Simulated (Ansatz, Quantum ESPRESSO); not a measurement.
# Band edges of tetragonal PbO, 1 layer under strain, part 2 of 2

Wanted: deformation of the bands of tetragonal PbO, 1 layer, driven from Python.

Quantum ESPRESSO 7.5; plane-wave DFT, PBE, GBRV ultrasoft pseudopotentials; geometry by Ansatz 0.2.0 with PAW datasets.

So far: Set-up; Geometry from Ansatz.

### 3. Running the series

Under ESM bc1 levels count from the vacuum, or from the mean of the two vacuum levels where the sheet has a dipole, so band edges at unlike strains can be compared.

Level of this step: plane-wave DFT, PBE, GBRV ultrasoft pseudopotentials (Quantum ESPRESSO 7.5).

Contents of run.py:

```python
import json
import numpy as np
from ase import Atoms
from ase.calculators.espresso import Espresso, EspressoProfile

profile = EspressoProfile(command='mpirun -n 2 pw.x -nk 2', pseudo_dir='../pseudo')
pseudopotentials = {'O': 'o_pbe_v1.2.uspp.F.UPF', 'Pb': 'pb_pbe_v1.uspp.F.UPF'}
system = {'ecutwfc': 40, 'ecutrho': 200, 'occupations': 'smearing', 'smearing': 'fd', 'degauss': 0.002}


def calculator(name, kpts, **extra):
    data = dict(control=dict(tprnfor=True, verbosity='high', disk_io='none'),
                system=system | extra,
                electrons=dict(conv_thr=1e-09, mixing_beta=0.4, mixing_mode='plain',
                               electron_maxstep=100))
    return Espresso(profile=profile, directory=name, pseudopotentials=pseudopotentials, kpts=kpts, input_data=data)


def centre(atoms):
    z = atoms.positions[:, 2]
    atoms.positions[:, 2] -= (z.max() + z.min()) / 2  # ESM wants the slab about z = 0
    return atoms

sheet = Atoms(
    ['Pb', 'O', 'O', 'Pb'],
    scaled_positions=[
        [0.5000000000, 0.0000000000, 0.4272095285],
        [0.0000000000, 0.0000000000, 0.5000000369],
        [0.5000000000, 0.5000000000, 0.5000000369],
        [0.0000000000, 0.5000000000, 0.5727903977]],
    cell=[
        [4.049496769071, 0.000000000000, 0.000000000000],
        [0.000000000000, 4.049496769071, 0.000000000000],
        [0.000000000000, 0.000000000000, 16.414213562400]],
    pbc=True)

rows = []
for strain in [-0.03, -0.015, 0.0, 0.015, 0.03]:
    atoms = sheet.copy()
    atoms.set_cell(sheet.cell.array * [[1 + strain], [1 + strain], [1]], scale_atoms=True)
    atoms = centre(atoms)
    atoms.calc = calculator(f's{strain:+.3f}', (10, 10, 1), assume_isolated='esm', esm_bc='bc1', nbnd=24)
    energy = atoms.get_potential_energy()
    levels = np.array([atoms.calc.get_eigenvalues(kpt=i) for i in range(len(atoms.calc.get_ibz_k_points()))])
    top, bottom = levels[:, 19].max(), levels[:, 20].min()
    direct = (levels[:, 20] - levels[:, 19]).min()
    rows.append([strain, energy, top, bottom, direct])
    print(f'strain {strain:+.3f}: E = {energy:.5f} eV, valence top {top:.3f}, conduction bottom {bottom:.3f}, '
          f'gap {bottom - top:.3f}, least direct gap {direct:.3f} eV')

x, energy, top, bottom, direct = np.array(rows).T
area = np.linalg.norm(np.cross(*sheet.cell[:2]))
stiffness = np.polyfit(x, energy, 2)[0] / area * 16.0218  # C11 + C12, heights clamped
print(f'valence and conduction edges move by {np.polyfit(x, top, 1)[0]:.2f} and {np.polyfit(x, bottom, 1)[0]:.2f} eV per unit biaxial strain')
print(f'C11 + C12 with clamped heights: {stiffness:.1f} N/m')
json.dump(dict(rows=rows, stiffness=stiffness), open('result.json', 'w'))
```

On the command line:

```
$ OMP_NUM_THREADS=1 python run.py
```

Log:

```text
strain -0.030: E = -5346.19371 eV, valence top -4.708, conduction bottom -1.950, gap 2.757, least direct gap 2.757 eV
strain -0.015: E = -5346.25752 eV, valence top -4.608, conduction bottom -1.985, gap 2.623, least direct gap 2.623 eV
strain +0.000: E = -5346.27603 eV, valence top -4.518, conduction bottom -2.024, gap 2.494, least direct gap 2.494 eV
strain +0.015: E = -5346.25376 eV, valence top -4.437, conduction bottom -2.057, gap 2.380, least direct gap 2.380 eV
strain +0.030: E = -5346.19543 eV, valence top -4.365, conduction bottom -2.084, gap 2.281, least direct gap 2.281 eV
valence and conduction edges move by 5.72 and -2.25 eV per unit biaxial strain
C11 + C12 with clamped heights: 88.4 N/m
```

Run time: 9.4 min. Hardware: 2 MPI ranks of Intel Xeon Platinum 8488C (Sapphire Rapids), shared host; peak memory 0.56 GiB; 19 min of CPU time.

The input that ASE wrote for the first run, and its log:

```
&CONTROL
   verbosity        = 'high'
   tprnfor          = .true.
   disk_io          = 'none'
   pseudo_dir       = '../pseudo'
/
&SYSTEM
   nbnd             = 24
   ecutwfc          = 40
   ecutrho          = 200
   occupations      = 'smearing'
   degauss          = 0.002
   smearing         = 'fd'
   assume_isolated  = 'esm'
   esm_bc           = 'bc1'
   ntyp             = 2
   nat              = 4
   ibrav            = 0
/
&ELECTRONS
   electron_maxstep = 100
   conv_thr         = 1e-09
   mixing_mode      = 'plain'
   mixing_beta      = 0.4
/
&IONS
/
&CELL
/
&FCP
/
&RISM
/
ATOMIC_SPECIES
Pb 207.2 pb_pbe_v1.uspp.F.UPF
O 15.999 o_pbe_v1.2.uspp.F.UPF

K_POINTS automatic
10 10 1  0 0 0

CELL_PARAMETERS angstrom
3.92801186599887 0.00000000000000 0.00000000000000
0.00000000000000 3.92801186599887 0.00000000000000
0.00000000000000 0.00000000000000 16.41421356240000

ATOMIC_POSITIONS angstrom
Pb 1.9640059330 0.0000000000 -1.1947977388  
O 0.0000000000 0.0000000000 0.0000012114  
O 1.9640059330 1.9640059330 0.0000012114  
Pb 0.0000000000 1.9640059330 1.1947977388
```

```text
Program PWSCF v.7.5 starts
[citation notice left out]

     Parallel version (MPI & OpenMP), running on       2 processor cores
     Number of MPI processes:                 2
     Threads/MPI process:                     1

     MPI processes distributed on     1 nodes
[... 1 line left out ...]

Warning: card &CELL ignored
Warning: card &FCP ignored
Warning: card &RISM ignored

     Current dimensions of program PWSCF are:
     Max number of different atomic species (ntypx) = 10
     Max number of k-points (npk) =  40000
     Max angular momentum in pseudopotentials (lmaxx) =  4
     Message from routine setup:
     using ibrav=0 with symmetry is DISCOURAGED, use correct ibrav instead

     K-points division:     npool     =       2
     Subspace diagonalization in iterative solution of the eigenvalue problem:
     a serial algorithm will be used

     G-vector sticks info
     --------------------
     sticks:   dense  smooth     PW     G-vecs:    dense   smooth      PW
     Sum         877     697    213                81655    58421    9585

     Using Slab Decomposition

     bravais-lattice index     =            0
     lattice parameter (alat)  =       7.4229  a.u.
     unit-cell volume          =    1709.0795 (a.u.)^3
     number of atoms/cell      =            4
     number of atomic types    =            2
     number of electrons       =        40.00
     number of Kohn-Sham states=           24
     kinetic-energy cutoff     =      40.0000  Ry
     charge density cutoff     =     200.0000  Ry
     scf convergence threshold =      1.0E-09
     mixing beta               =       0.4000
     number of iterations used =            8  plain     mixing
     Exchange-correlation= SLA  PW   PBE  PBE
                           (   1   4   3   4   0   0   0)

     Effective Screening Medium Method
     =================================
     Boundary Conditions: Vacuum-Slab-Vacuum
     total charge in unit cell        =   0.0000
     grid points for fit at edges     =        4

[... 10 lines left out ...]
     PseudoPot. # 1 for Pb read from file:
     ../pseudo/pb_pbe_v1.uspp.F.UPF
     Pseudo is Ultrasoft + core correction, Zval = 14.0
     Generated by new atomic code, or converted to UPF format
     Using radial grid of  899 points,  6 beta functions with:
                l(1) =   0
                l(2) =   0
                l(3) =   1
                l(4) =   1
                l(5) =   2
                l(6) =   2
     Q(r) pseudized with  6 coefficients,  rinner =    1.000   1.000   1.000
                                                       1.000   1.000

     PseudoPot. # 2 for O  read from file:
     ../pseudo/o_pbe_v1.2.uspp.F.UPF
     Pseudo is Ultrasoft + core correction, Zval =  6.0
     Generated by new atomic code, or converted to UPF format
     Using radial grid of  737 points,  5 beta functions with:
                l(1) =   0
                l(2) =   0
[... 859 lines left out ...]
     estimated scf accuracy    <          8.9E-11 Ry
     smearing contrib. (-TS)   =       0.00000000 Ry
     internal energy E=F+TS    =    -392.93802460 Ry

     The total energy is F=E-TS. E is the sum of the following terms:
     one-electron contribution =     778.47615029 Ry
     hartree contribution      =    -378.48204332 Ry
     xc contribution           =    -141.51756517 Ry
     ewald contribution        =    -651.41456640 Ry

     convergence has been achieved in  28 iterations

     negative rho (up, down):  3.497E-02 0.000E+00

     Forces acting on atoms (cartesian axes, Ry/au):

     atom    1 type  1   force =     0.00000000    0.00000000   -0.02889956
     atom    2 type  2   force =     0.00000000    0.00000000    0.00000000
     atom    3 type  2   force =     0.00000000    0.00000000    0.00000000
     atom    4 type  1   force =     0.00000000    0.00000000    0.02889956
     The non-local contrib.  to forces
     atom    1 type  1   force =     0.00000000    0.00000000    0.48937122
     atom    2 type  2   force =     0.00000000    0.00000000    0.00000000
     atom    3 type  2   force =     0.00000000    0.00000000    0.00000000
     atom    4 type  1   force =     0.00000000    0.00000000   -0.48937122
     The ionic contribution  to forces
     atom    1 type  1   force =    -0.00000000    0.00000000  -73.04125367
     atom    2 type  2   force =     0.00000000    0.00000000    0.00001529
     atom    3 type  2   force =    -0.00000000   -0.00000000    0.00001529
     atom    4 type  1   force =     0.00000000   -0.00000000   73.04122309
     The local contribution  to forces
     atom    1 type  1   force =    -0.00000000    0.00000000   72.52695671
     atom    2 type  2   force =     0.00000000    0.00000000   -0.00010740
     atom    3 type  2   force =    -0.00000000   -0.00000000   -0.00010740
     atom    4 type  1   force =     0.00000000   -0.00000000  -72.52690243
     The core correction contribution to forces
     atom    1 type  1   force =    -0.00000000    0.00000000   -0.00391654
     atom    2 type  2   force =     0.00000000    0.00000000   -0.00000019
     atom    3 type  2   force =    -0.00000000   -0.00000000   -0.00000019
     atom    4 type  1   force =     0.00000000   -0.00000000    0.00391654
     The Hubbard contrib.    to forces
     atom    1 type  1   force =     0.00000000    0.00000000    0.00000000
     atom    2 type  2   force =     0.00000000    0.00000000    0.00000000
     atom    3 type  2   force =     0.00000000    0.00000000    0.00000000
     atom    4 type  1   force =     0.00000000    0.00000000    0.00000000
     The SCF correction term to forces
     atom    1 type  1   force =    -0.00000000   -0.00000000   -0.00004543
     atom    2 type  2   force =    -0.00000000   -0.00000000   -0.00000000
     atom    3 type  2   force =     0.00000000   -0.00000000   -0.00000000
     atom    4 type  1   force =     0.00000000   -0.00000000    0.00004543

     Total force =     0.040870     Total SCF correction =     0.000064
     Message from routine punch:
     Nothing written, as per user request (disk_io='none')

[... 1 line left out ...]

[... 1 line left out ...]

[... 1 line left out ...]

[... 3 lines left out ...]

[... 1 line left out ...]

[... 2 lines left out ...]

[... 1 line left out ...]

[... 1 line left out ...]

=------------------------------------------------------------------------------=
   JOB DONE.
=------------------------------------------------------------------------------=
```

This step gave:

- biaxial stiffness: 88.42 N/m

The band edge from the vacuum level by biaxial strain:

| biaxial strain (%) | valence top (eV) | conduction bottom (eV) |
| --- | --- | --- |
| -3.00 | -4.71 | -1.95 |
| -1.50 | -4.61 | -1.99 |
| 0.00 | -4.52 | -2.02 |
| 1.50 | -4.44 | -2.06 |
| 3.00 | -4.36 | -2.08 |

Gap against biaxial strain:

| biaxial strain (%) | on the mesh (eV) | least direct (eV) |
| --- | --- | --- |
| -3.00 | 2.76 | 2.76 |
| -1.50 | 2.62 | 2.62 |
| 0.00 | 2.49 | 2.49 |
| 1.50 | 2.38 | 2.38 |
| 3.00 | 2.28 | 2.28 |

Table of energy over the lowest by biaxial strain:

| biaxial strain (%) | energy over the lowest (meV) |
| --- | --- |
| -3.00 | 82.3 |
| -1.50 | 18.5 |
| 0.00 | 0 |
| 1.50 | 22.3 |
| 3.00 | 80.6 |

### 4. Running the series: RPBE, GBRV ultrasoft

Level of this step: plane-wave DFT, RPBE, GBRV ultrasoft pseudopotentials made under PBE (Quantum ESPRESSO 7.5). input_dft overrides the functional of the files.

run.py is the input of step 3 with these lines changed:

```diff
@@ -7,3 +7,3 @@
 pseudopotentials = {'O': 'o_pbe_v1.2.uspp.F.UPF', 'Pb': 'pb_pbe_v1.uspp.F.UPF'}
-system = {'ecutwfc': 40, 'ecutrho': 200, 'occupations': 'smearing', 'smearing': 'fd', 'degauss': 0.002}
+system = {'ecutwfc': 40, 'ecutrho': 200, 'input_dft': 'rpbe', 'occupations': 'smearing', 'smearing': 'fd', 'degauss': 0.002}
```

On the command line:

```
$ OMP_NUM_THREADS=1 python run.py
```

Log:

```text
strain -0.030: E = -5349.20458 eV, valence top -4.587, conduction bottom -1.845, gap 2.742, least direct gap 2.742 eV
strain -0.015: E = -5349.30499 eV, valence top -4.488, conduction bottom -1.880, gap 2.608, least direct gap 2.608 eV
strain +0.000: E = -5349.35903 eV, valence top -4.399, conduction bottom -1.912, gap 2.487, least direct gap 2.487 eV
strain +0.015: E = -5349.37115 eV, valence top -4.318, conduction bottom -1.937, gap 2.381, least direct gap 2.381 eV
strain +0.030: E = -5349.34614 eV, valence top -4.246, conduction bottom -1.959, gap 2.287, least direct gap 2.287 eV
valence and conduction edges move by 5.68 and -1.90 eV per unit biaxial strain
C11 + C12 with clamped heights: 90.8 N/m
```

It took 10 min on 2 MPI ranks; peak memory 0.56 GiB; 20 min of CPU time.

Numbers from this step:

- biaxial stiffness: 90.80 N/m

Table of band edge from the vacuum level by biaxial strain:

| biaxial strain (%) | valence top (eV) | conduction bottom (eV) |
| --- | --- | --- |
| -3.00 | -4.59 | -1.84 |
| -1.50 | -4.49 | -1.88 |
| 0.00 | -4.40 | -1.91 |
| 1.50 | -4.32 | -1.94 |
| 3.00 | -4.25 | -1.96 |

The gap by biaxial strain:

| biaxial strain (%) | on the mesh (eV) | least direct (eV) |
| --- | --- | --- |
| -3.00 | 2.74 | 2.74 |
| -1.50 | 2.61 | 2.61 |
| 0.00 | 2.49 | 2.49 |
| 1.50 | 2.38 | 2.38 |
| 3.00 | 2.29 | 2.29 |

The energy over the lowest by biaxial strain:

| biaxial strain (%) | energy over the lowest (meV) |
| --- | --- |
| -3.00 | 167 |
| -1.50 | 66.2 |
| 0.00 | 12.1 |
| 1.50 | 0 |
| 3.00 | 25.0 |

### 5. Worked from the printed numbers

Under equal strain ε in the plane, E = A (C11 + C12) ε². From the points at ±1.5 %: d²E/dε² = (18.50 + 22.27 − 2 × 0.00) meV / 0.015² = 181 eV, and 181/(2 × 16.398 Å²) × 16.02 = 89 N/m.

### 6. Outcome

| Property | Result |
| --- | --- |
| C11 + C12, heights clamped, PBE, GBRV ultrasoft | 88 N/m |
| gap on the mesh at zero strain, PBE, GBRV ultrasoft | 2.49 eV |
| valence top below the vacuum at zero strain, PBE, GBRV ultrasoft | 4.52 eV |
| shift of the valence top per unit biaxial strain, PBE, GBRV ultrasoft | 5.7 eV |
| shift of the conduction bottom per unit biaxial strain, PBE, GBRV ultrasoft | -2.3 eV |
| C11 + C12, heights clamped, RPBE, GBRV ultrasoft (made under PBE) | 91 N/m |
| gap on the mesh at zero strain, RPBE, GBRV ultrasoft (made under PBE) | 2.49 eV |
| valence top below the vacuum at zero strain, RPBE, GBRV ultrasoft (made under PBE) | 4.40 eV |
| shift of the valence top per unit biaxial strain, RPBE, GBRV ultrasoft (made under PBE) | 5.7 eV |
| shift of the conduction bottom per unit biaxial strain, RPBE, GBRV ultrasoft (made under PBE) | -1.9 eV |

What this shows: The sheet's biaxial stiffness comes to 88 N/m and its gap at zero strain to 2.49 eV (PBE, GBRV ultrasoft). From −3 % to +3 % the gap on the mesh goes from 2.76 to 2.28 eV; it is direct at every strain. Heights are clamped under strain, which makes a sheet with several atomic planes too stiff. Zero strain is the PBE cell; under RPBE the energy is lowest near +1.3 %, so its stiffness is taken away from its own minimum. Semilocal gaps are too small. Spin-orbit coupling is left out; depending on the atoms that carry the levels of interest, it can split and shift them by tenths of an eV to an eV or more.

[Logs are printed without paths, hosts, clocks, repeated set-up lines and the standing remarks that a program may print on its own settings, such as how far it seeks lower states.]

[Hosts, paths, dates, database ids (printed as entryN), source tags and the programs' standing remarks are cut or masked in the printed files.]

[Maps of the electrostatic potential energy from Ansatz leave out the sawtooth potential of an applied field or a dipole correction, so their vacuum need not be flat; planar profiles and work functions include it.]
